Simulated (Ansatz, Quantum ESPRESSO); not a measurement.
**AlN (zinc blende): bulk modulus from a few volumes**

How stiff is zinc blende AlN under hydrostatic load? Each row scales the relaxed cell evenly and relaxes the atoms. The phase is followed to these pressures whether or not it stays the stable one.

Calculated with Ansatz 0.2.0, r2SCAN, PAW files of the set soft_1, cutoff 600 eV, Fermi–Dirac smearing 0.02 eV, k-mesh 11×11×11, no spin polarisation, no spin-orbit coupling.

Reference cell, relaxed at zero pressure with r2SCAN (F-43m): a = 3.0896 Å, b = 3.0896 Å, c = 3.0896 Å, α = 60.00°, β = 60.00°, γ = 60.00°.

```csv
atom,x,y,z
Al,0.0000,0.0000,0.0000
N,0.7500,0.7500,0.7500
```

| V (Å³/atom) | V/V0 | P (GPa) | E − E0 (meV/atom) |
| --- | --- | --- | --- |
| 9.8014 | 0.9400 | 14.662 | 27.2 |
| 10.0099 | 0.9600 | 9.294 | 11.7 |
| 10.2185 | 0.9800 | 4.424 | 2.8 |
| 10.6356 | 1.0200 | −4.006 | 2.6 |
| 11.0526 | 1.0600 | −10.951 | 22.4 |

V0 = 10.4270 Å³ an atom, where the residual pressure P0 is +0.005 GPa. **Question.** Fit the Birch–Murnaghan law and give the pressure and the energy at V = 10.8441 Å³ an atom, a row left out above.

With the Eulerian strain f = ½[(V0/V)^(2/3) − 1] and F = (P − P0)/[3f(1 + 2f)^(5/2)], the third-order law is the line F = B0 + (3/2) B0 (B′ − 4) f.

```
       f  F (GPa)
 0.02106   209.30
 0.01379   209.69
 0.00678   210.11
−0.00656   210.67
−0.01905   211.26
```

A straight line through the 5 rows: the means are 0.003204 for f and 210.21 for F, Σ(Δx)² = 0.001034 and ΣΔxΔy = −0.04997, so the slope is −0.04997/0.001034 = −48.314 and the intercept 210.21 − (−48.314)(0.003204) = 210.36.

Hence B0 = 210.4 GPa and B′ = 4 + (−48.3)/(1.5 × 210.4) = 3.85. For the withheld volume f = −0.01290, F = 210.98 GPa and P = −7.65 GPa. The run itself gives −7.65 GPa, so the estimate misses by 0.00 GPa, a rounding's worth.

Integrating the same law gives E − E0 = (9/2) B0 V0 f²[1 + (B′ − 4) f] + P0(V0 − V), with 1 GPa Å³ = 6.2415 meV: 10.3 meV an atom. The run itself gives 10.3 meV, so the estimate misses by 0.0 meV, a rounding's worth.

The same fit over all rows at other levels or in other programs gives B0 = 201 GPa with PBEsol (Quantum ESPRESSO, GBRV), 201 GPa with PBEsol (Quantum ESPRESSO, PseudoDojo) and 211 GPa with LDA (Quantum ESPRESSO, GBRV).

[Logs are printed without paths, hosts, clocks, repeated set-up lines and the standing remarks that a program may print on its own settings, such as how far it seeks lower states.]
